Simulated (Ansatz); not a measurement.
# Sr on Fe(110): change of the work function, part 3 of 4

How does one ordered layer of Sr (top site) change the work function of Fe(110), and what dipole does each adsorbate carry?

Ansatz 0.2.0; plane-wave DFT, RPBE, Ansatz PAW.

So far, work function, upper face (eV): step 2 (the clean slab) 4.58; step 3 (17 atoms, coverage 0.25 ML, cell 2x2) 2.41.

## 5. The slab at 0.25 ML, atoms frozen

This step: plane-wave DFT, RPBE, Ansatz PAW (Ansatz 0.2.0).

To see where the charge goes, the covered slab, the bare substrate and the adsorbate layer are each run at the same frozen positions and on the same grid.

Input file input.yaml:

```yaml
crystal:
  lattice:
    - [4.058792924, -2.87, 0.0]
    - [4.058792924, 2.87, 0.0]
    - [0.0, 0.0, 27.5340446927]
  atoms:
    - { symbol: Fe, position: [0.0, 0.0, 0.3268680683], spin: 2.5 }
    - { symbol: Fe, position: [0.25, 0.25, 0.4005730573], spin: 2.5 }
    - { symbol: Fe, position: [0.0001181329, 0.0001181329, 0.4758292206], spin: 2.5 }
    - { symbol: Fe, position: [0.25, 0.25, 0.543097381], spin: 2.5 }
    - { symbol: Fe, position: [0.0, 0.5, 0.3268680683], spin: 2.5 }
    - { symbol: Fe, position: [0.25, 0.75, 0.4005730573], spin: 2.5 }
    - { symbol: Fe, position: [-0.0045870428, 0.5045870428, 0.4749302475], spin: 2.5 }
    - { symbol: Fe, position: [0.25, 0.75, 0.5514785735], spin: 2.5 }
    - { symbol: Fe, position: [0.5, 0.0, 0.3268680683], spin: 2.5 }
    - { symbol: Fe, position: [0.75, 0.25, 0.4005730573], spin: 2.5 }
    - { symbol: Fe, position: [0.5045870428, -0.0045870428, 0.4749302475], spin: 2.5 }
    - { symbol: Fe, position: [0.75, 0.25, 0.5514785735], spin: 2.5 }
    - { symbol: Fe, position: [0.5, 0.5, 0.3268680683], spin: 2.5 }
    - { symbol: Fe, position: [0.75, 0.75, 0.4005730573], spin: 2.5 }
    - { symbol: Fe, position: [0.4998818671, 0.4998818671, 0.4758292206], spin: 2.5 }
    - { symbol: Fe, position: [0.75, 0.75, 0.5522826412], spin: 2.5 }
    - { symbol: Sr, position: [0.25, 0.25, 0.6427202246] }
magnetization:
  spin_polarized: true
kpoints:
  mp_grid: { grid: [7, 7, 1] }
hamiltonian:
  xc: rpbe
scf:
  occupations: { method: fermi_dirac, width: 0.1 }
  convergence: { dr2_threshold: 1.0e-08 }
efield:
  axis: 3
  dipole_correction: true
  ramp_position: 0.97
  ramp_width: 0.06
output:
  write_potential: true
  write_density: true
  volumetric_format: npy
```

On the command line:

```bash
$ ansatz run input.yaml --threads 4 --pin off --max-ram 12288MiB --backend cpu --events-out ev --progress --plain --runs-dir out
```

Numbers of over 12 decimals in the logs are rounded to 6 here.

Output:

```text
[...]
Crystal: 17 atoms, lattice volume = 641.474 Å³
Basis set: ecut = 420 eV, 12581 PW (Γ)
Bands: 184, of which v1, the nominal top of the filled ones, is band 133 counted from 1 (132 counted from 0)
Symmetry: 4 space group operations
k-points: 16 of 49
[...]
Starting moments: Σ|m| = 40 μB on 16 of 17 sites
[...]
SCF iter   1: F=—  HF=-75308.731157 eV  |F-HF|=—  |Δ(HF+E_count)|=         —  Δρ=4.29e-2 (↑1.82e-2 ↓4.29e-2)  dr2=5.18e1  dr2_m=4.10e0  M=40.210 μB ∫|m|=40.851 μB  β_m=1.00  ethr=3.10e-3  p=0.000 e·Å  D=1.42e-5 V/Å  ΔV_dip=-0.00 eV  dr2_dipole=2.29e0  V_vac-E_F(+/−)=7.34/7.34 eV  ⟨swp⟩=9.8  Hψ=30079  notcnv=0  defer=376
[...]
SCF iter  19: F=-75310.501379 eV  HF=-75310.501379 eV  |F-HF|=3.93e-10  |Δ(HF+E_count)|=   2.33e-9  Δρ=1.16e-7 (↑1.07e-7 ↓1.16e-7)  dr2=8.68e-10  dr2_m=3.37e-11  M=40.750 μB ∫|m|=43.136 μB  ethr=1.82e-12  p=0.279 e·Å  D=7.87e-2 V/Å  ΔV_dip=-2.17 eV  dr2_dipole=6.91e-11  V_vac-E_F(+/−)=2.41/4.58 eV  ⟨swp⟩=15.4  Hψ=30445  notcnv=0
SCF 1 converged in 19 iterations: F = -75310.501379 eV  dr2 = 8.68e-10
[...]
SCF converged after 19 iterations
Magnetization: 40.7500 μB (153.3750 up, 112.6250 down)
Absolute magnetization: 43.1367 μB (∫|ρ↑−ρ↓|, with the PAW one-centre terms)
[...]
Per-site moments (μB) at R_I (Å): [(2.700989, 1.025266), (2.497334, 1.025266), (2.528516, 1.019410), (2.288020, 0.981221), (2.702120, 1.025266), (2.497834, 1.025266), (2.440420, 0.981221), (2.688626, 1.025306), (2.702120, 1.025266), (2.497834, 1.025266), (2.440420, 0.981221), (2.688626, 1.025306), (2.700989, 1.025266), (2.482525, 1.025128), (2.528516, 1.019410), (2.751208, 1.025306), (-0.018551, 1.131496)]
Free energy (F): -75310.501379 eV
[...]
Internal energy: -75309.942509 eV  (E = F + TS)
E sigma→0 (E₀):  -75310.221944 eV
Entropy (-TS):   -0.558869 eV (-32.875 meV/atom)
Fermi energy:    3.656473 eV
Dipole field:    D = 0.078724 V/Å  (p = 0.279076 e·Å, saw-weighted, corrected)
Work function:   Φ+ = 2.4112 eV   Φ− = 4.5788 eV
[...]
--- Band table (eV; the first three rows and the last of 32) ---
  k-point 0 ↑: bands = [... 129 lower, 2.4819, 2.5190, 2.5235, 2.5289, 2.5418, 2.5547, 2.6282, 2.7519, ... 47 higher]
  k-point 1 ↑: bands = [... 129 lower, 2.4728, 2.4839, 2.5046, 2.5243, 2.5378, 2.5539, 2.5990, 2.6291, ... 47 higher]
  k-point 2 ↑: bands = [... 129 lower, 2.4235, 2.4530, 2.4713, 2.4805, 2.5170, 2.5364, 2.5539, 2.5774, ... 47 higher]
  k-point 15 ↓: bands = [... 129 lower, 4.7634, 4.8250, 4.8391, 4.8972, 4.9146, 4.9335, 4.9643, 5.0022, ... 47 higher]
```

Wall time 6 min (4 threads of Arm Neoverse V1, shared host); peak memory 5 GiB; 23 min of CPU time.

Numbers from this step:

```
energy at zero smearing : -75310.2219 eV
```

The work function of the upper face is 2.41 eV.

## 6. The substrate of the 0.25 ML cell alone

System of this step: Sr/Fe(110), substrate alone, atoms held. The cell holds 16 atoms: 16 Fe. Its edges and angles: a = 4.971 Å, b = 4.971 Å, c = 27.534 Å, α = 90.0°, β = 90.0°, γ = 70.5°. Vacuum lies along c.

The second part, atoms unmoved.

input.yaml, the sections that differ from step 5:

```yaml
crystal:
  lattice:
    - [4.058792924, -2.87, 0.0]
    - [4.058792924, 2.87, 0.0]
    - [0.0, 0.0, 27.5340446927]
  atoms:
    - { symbol: Fe, position: [0.0, 0.0, 0.3268680683], spin: 2.7 }
    - { symbol: Fe, position: [0.25, 0.25, 0.4005730573], spin: 2.5 }
    - { symbol: Fe, position: [0.0001181329, 0.0001181329, 0.4758292206], spin: 2.53 }
    - { symbol: Fe, position: [0.25, 0.25, 0.543097381], spin: 2.29 }
    - { symbol: Fe, position: [0.0, 0.5, 0.3268680683], spin: 2.7 }
    - { symbol: Fe, position: [0.25, 0.75, 0.4005730573], spin: 2.5 }
    - { symbol: Fe, position: [-0.0045870428, 0.5045870428, 0.4749302475], spin: 2.44 }
    - { symbol: Fe, position: [0.25, 0.75, 0.5514785735], spin: 2.69 }
    - { symbol: Fe, position: [0.5, 0.0, 0.3268680683], spin: 2.7 }
    - { symbol: Fe, position: [0.75, 0.25, 0.4005730573], spin: 2.5 }
    - { symbol: Fe, position: [0.5045870428, -0.0045870428, 0.4749302475], spin: 2.44 }
    - { symbol: Fe, position: [0.75, 0.25, 0.5514785735], spin: 2.69 }
    - { symbol: Fe, position: [0.5, 0.5, 0.3268680683], spin: 2.7 }
    - { symbol: Fe, position: [0.75, 0.75, 0.4005730573], spin: 2.48 }
    - { symbol: Fe, position: [0.4998818671, 0.4998818671, 0.4758292206], spin: 2.53 }
    - { symbol: Fe, position: [0.75, 0.75, 0.5522826412], spin: 2.75 }
# magnetization, kpoints, hamiltonian, scf, efield, output: as in step 5
```

Output:

```text
[...]
Crystal: 16 atoms, lattice volume = 641.474 Å³
Basis set: ecut = 420 eV, 12581 PW (Γ)
Bands: 179, of which v1, the nominal top of the filled ones, is band 128 counted from 1 (127 counted from 0)
Symmetry: 4 space group operations
k-points: 16 of 49
[...]
Starting moments: Σ|m| = 41.14 μB on 16 of 16 sites
[...]
SCF iter   1: F=—  HF=-71754.512729 eV  |F-HF|=—  |Δ(HF+E_count)|=         —  Δρ=4.30e-2 (↑1.61e-2 ↓4.30e-2)  dr2=3.56e1  dr2_m=3.67e0  M=41.577 μB ∫|m|=42.048 μB  β_m=1.00  ethr=3.10e-3  p=0.000 e·Å  D=1.42e-5 V/Å  ΔV_dip=-0.00 eV  dr2_dipole=7.40e-3  V_vac-E_F(+/−)=7.37/7.37 eV  ⟨swp⟩=10.5  Hψ=30109  notcnv=0  defer=233
[...]
SCF iter  17: F=-71758.214993 eV  HF=-71758.214993 eV  |F-HF|=3.04e-9  |Δ(HF+E_count)|=  6.69e-10  Δρ=3.13e-7 (↑1.74e-7 ↓3.13e-7)  dr2=3.26e-9  dr2_m=9.23e-11  M=41.345 μB ∫|m|=43.336 μB  ethr=2.16e-12  p=0.006 e·Å  D=1.62e-3 V/Å  ΔV_dip=-0.04 eV  dr2_dipole=5.05e-10  V_vac-E_F(+/−)=4.54/4.59 eV  ⟨swp⟩=14.3  Hψ=27147  notcnv=0
SCF 1 converged in 17 iterations: F = -71758.214993 eV  dr2 = 3.26e-9
[...]
SCF converged after 17 iterations
Magnetization: 41.3450 μB (148.6725 up, 107.3275 down)
Absolute magnetization: 43.3368 μB (∫|ρ↑−ρ↓|, with the PAW one-centre terms)
[...]
Per-site moments (μB) at R_I (Å): [(2.699196, 1.025266), (2.495836, 1.025266), (2.529868, 1.019410), (2.582057, 0.981221), (2.699387, 1.025266), (2.495309, 1.025266), (2.440892, 0.981221), (2.740347, 1.025306), (2.699387, 1.025266), (2.495309, 1.025266), (2.440892, 0.981221), (2.740347, 1.025306), (2.699196, 1.025266), (2.475734, 1.025128), (2.529868, 1.019410), (2.758258, 1.025306)]
Free energy (F): -71758.214993 eV
[...]
Internal energy: -71757.642869 eV  (E = F + TS)
E sigma→0 (E₀):  -71757.928931 eV
Entropy (-TS):   -0.572124 eV (-35.758 meV/atom)
Fermi energy:    2.155569 eV
Dipole field:    D = 0.001604 V/Å  (p = 0.005685 e·Å, saw-weighted, corrected)
Work function:   Φ+ = 4.5412 eV   Φ− = 4.5854 eV
[...]
--- Band table (eV; the first three rows and the last of 32) ---
  k-point 0 ↑: bands = [... 124 lower, 0.9886, 1.0307, 1.0381, 1.0383, 1.0477, 1.0510, 1.1328, 1.2786, ... 47 higher]
  k-point 1 ↑: bands = [... 124 lower, 0.9696, 0.9978, 1.0068, 1.0157, 1.0391, 1.0442, 1.0916, 1.1319, ... 47 higher]
  k-point 2 ↑: bands = [... 124 lower, 0.9290, 0.9379, 0.9603, 0.9858, 1.0084, 1.0316, 1.0647, 1.0795, ... 47 higher]
  k-point 15 ↓: bands = [... 124 lower, 3.2502, 3.2895, 3.4214, 3.4346, 3.4412, 3.4752, 3.4929, 3.6572, ... 47 higher]
```

Wall time 5.2 min (4 threads); peak memory 4.8 GiB.

Numbers from this step:

- energy at zero smearing: -71757.9289 eV
- total moment: 41.34 μB
- work function, upper face: 4.541 eV
- work function, lower face: 4.585 eV
- dipole along the normal: 0.005685 e·Å
- step between the vacuum levels: -0.04413 eV

Site moment by atom:

```tsv
atom	site moment (μB)
Fe1	2.70
Fe2	2.50
Fe3	2.53
Fe4	2.58
Fe5	2.70
Fe6	2.50
Fe7	2.44
Fe8	2.74
Fe9	2.70
Fe10	2.50
Fe11	2.44
Fe12	2.74
Fe13	2.70
Fe14	2.48
Fe15	2.53
Fe16	2.76
```

The work function of the upper face is 4.54 eV.

## 7. The adsorbate layer of the 0.25 ML cell alone

System of this step: Sr/Fe(110), adsorbate layer alone, atoms held. The cell holds 1 atom: 1 Sr. Its edges and angles: a = 4.971 Å, b = 4.971 Å, c = 27.534 Å, α = 90.0°, β = 90.0°, γ = 70.5°. Vacuum lies along c.

The third part; a free layer of atoms may carry a moment, so spin is on.

input.yaml, the sections that differ from step 6:

```yaml
crystal:
  lattice:
    - [4.058792924, -2.87, 0.0]
    - [4.058792924, 2.87, 0.0]
    - [0.0, 0.0, 27.5340446927]
  atoms:
    - { symbol: Sr, position: [0.25, 0.25, 0.6427202246], spin: 1.0 }
# magnetization, kpoints, hamiltonian, scf, efield, output: as in step 6
```

Output:

```text
[...]
Crystal: 1 atoms, lattice volume = 641.474 Å³
Basis set: ecut = 420 eV, 12581 PW (Γ)
Bands: 10, of which v1, the nominal top of the filled ones, is band 5 counted from 1 (4 counted from 0)
Symmetry: 4 space group operations
k-points: 16 of 49
[...]
Starting moments: Σ|m| = 1 μB on 1 of 1 site
[...]
SCF iter   7: F=—  HF=-3550.102760 eV  |F-HF|=—  |Δ(HF+E_count)|=   2.64e-3  Δρ=8.57e-4 (↑8.57e-4 ↓8.54e-4)  dr2=5.87e-6  dr2_m=4.30e-3  M=0.051 μB ∫|m|=0.053 μB  β_m=0.42  ethr=1.52e-7  p=-0.000 e·Å  D=-9.27e-6 V/Å  ΔV_dip=0.00 eV  dr2_dipole=2.09e-10  V_vac-E_F(+/−)=2.43/2.43 eV  ⟨swp⟩=2.2  Hψ=550  notcnv=0
[...]
spin-set hold released at iteration 7 (site moments contracting): the magnetisation degrees of freedom join the quasi-Newton model from the next iteration; the mixer history was flushed
SCF iter   8: F=—  HF=-3550.104600 eV  |F-HF|=—  |Δ(HF+E_count)|=   1.84e-3  Δρ=5.17e-4 (↑5.17e-4 ↓5.15e-4)  dr2=3.36e-6  dr2_m=1.56e-3  M=0.043 μB ∫|m|=0.046 μB  β_m=0.55  ethr=5.87e-8  p=-0.000 e·Å  D=-7.96e-6 V/Å  ΔV_dip=0.00 eV  dr2_dipole=3.68e-10  V_vac-E_F(+/−)=2.43/2.43 eV  ⟨swp⟩=3.3  Hψ=651  notcnv=0
[...]
SCF iter  18: F=-3550.105864 eV  HF=-3550.105864 eV  |F-HF|=1.18e-11  |Δ(HF+E_count)|=   1.25e-9  Δρ=1.53e-8 (↑1.53e-8 ↓1.08e-8)  dr2=2.48e-12  dr2_m=6.33e-13  M=-0.000 μB ∫|m|=0.000 μB  ethr=1.00e-12  p=-0.000 e·Å  D=-1.84e-6 V/Å  ΔV_dip=0.00 eV  dr2_dipole=4.28e-15  V_vac-E_F(+/−)=2.43/2.43 eV  ⟨swp⟩=4.1  Hψ=774  notcnv=0
SCF 1 converged in 18 iterations: F = -3550.105864 eV  dr2 = 2.48e-12
[...]
WARN: the starting moments were not kept: the SCF closed with an absolute magnetisation of 1.0e-5 μB, where they sum to 1 μB in size (1 site). That is at most 0.1 of that sum. Measured as dr2_m measures the in/out step, that magnetisation stands 3.1e-12 eV from none, at or under the dr2_threshold of 1.0e-8 eV: it is no larger than a step whose dr2_m would equal this threshold. The system may hold no moment; this SCF  [...]
[...]
SCF converged after 18 iterations
Magnetization: -0.0000 μB (5.0000 up, 5.0000 down)
Absolute magnetization: 0.0000 μB (∫|ρ↑−ρ↓|, with the PAW one-centre terms)
[...]
Per-site moments (μB) at R_I (Å): [(-5.567663893721333e-7, 2.050532)]
Free energy (F): -3550.105864 eV
[...]
Internal energy: -3550.058130 eV  (E = F + TS)
E sigma→0 (E₀):  -3550.081997 eV
Entropy (-TS):   -0.047734 eV (-47.734 meV/atom)
Fermi energy:    -1.676282 eV
Dipole field:    D = -0.000002 V/Å  (p = -0.000007 e·Å, saw-weighted, corrected)
Work function:   Φ+ = 2.4337 eV   Φ− = 2.4336 eV
[...]
--- Band table (eV; the first three rows and the last of 32) ---
[...]
```

It took 14 s on 4 threads; peak memory 0.87 GiB.

This step gave:

* energy at zero smearing: -3550.0820 eV
* work function, upper face: 2.434 eV
* dipole along the normal: -6.69e-6 e·Å

At this spacing and smearing the free layer keeps no moment.

## 8. Density difference at 0.25 ML

This step: plane-wave DFT, RPBE, Ansatz PAW; density difference on adsorption (Ansatz 0.2.0).

The densities of the parts are taken from that of the whole and averaged over planes; the first moment of what is left gives the step in the potential.

This step gave:

```
largest charge moved                 : 0.01091 e/Å²
potential step from the moved charge : -2.122 eV
```

Planar mean, whole system less its parts. Table of electron density difference by z:

```tsv
z (Å)	electron density difference (e/Å³)
5	-1.2e-7
6	-3.3e-6
7	-1.7e-5
8	2.1e-6
9	1.4e-4
10	-1.3e-5
11	4.0e-5
12	3.6e-4
13	6.1e-5
14	-7.0e-4
15	-0.00272
16	0.0141
17	6.4e-4
18	-0.00590
19	-0.00336
20	-2.5e-4
21	3.1e-4
22	1.2e-4
23	3.8e-5
24	8.8e-6
25	1.6e-6
```

Planar mean, whole system less its parts. The electrons moved below z by z:

```tsv
z (Å)	electrons moved below z (e/Å²)
5	-1.7e-7
6	-1.8e-6
7	-1.1e-5
8	-2.7e-5
9	3.1e-5
10	-1.4e-5
11	-3.7e-6
12	1.0e-4
13	3.6e-5
14	-5.1e-4
15	-0.00256
16	-6.0e-4
17	0.0108
18	0.00443
19	0.00108
20	-5.4e-4
21	-2.9e-4
22	-9.1e-5
23	-2.3e-5
24	-4.4e-6
25	-5.3e-7
```

[end of part 3 of 4]

[Logs are printed without paths, hosts, clocks, repeated set-up lines and the standing remarks that a program may print on its own settings, such as how far it seeks lower states.]

[Hosts, paths, dates, database ids (printed as entryN), source tags and the programs' standing remarks are cut or masked in the printed files.]

[Maps of the electrostatic potential energy from Ansatz leave out the sawtooth potential of an applied field or a dipole correction, so their vacuum need not be flat; planar profiles and work functions include it.]
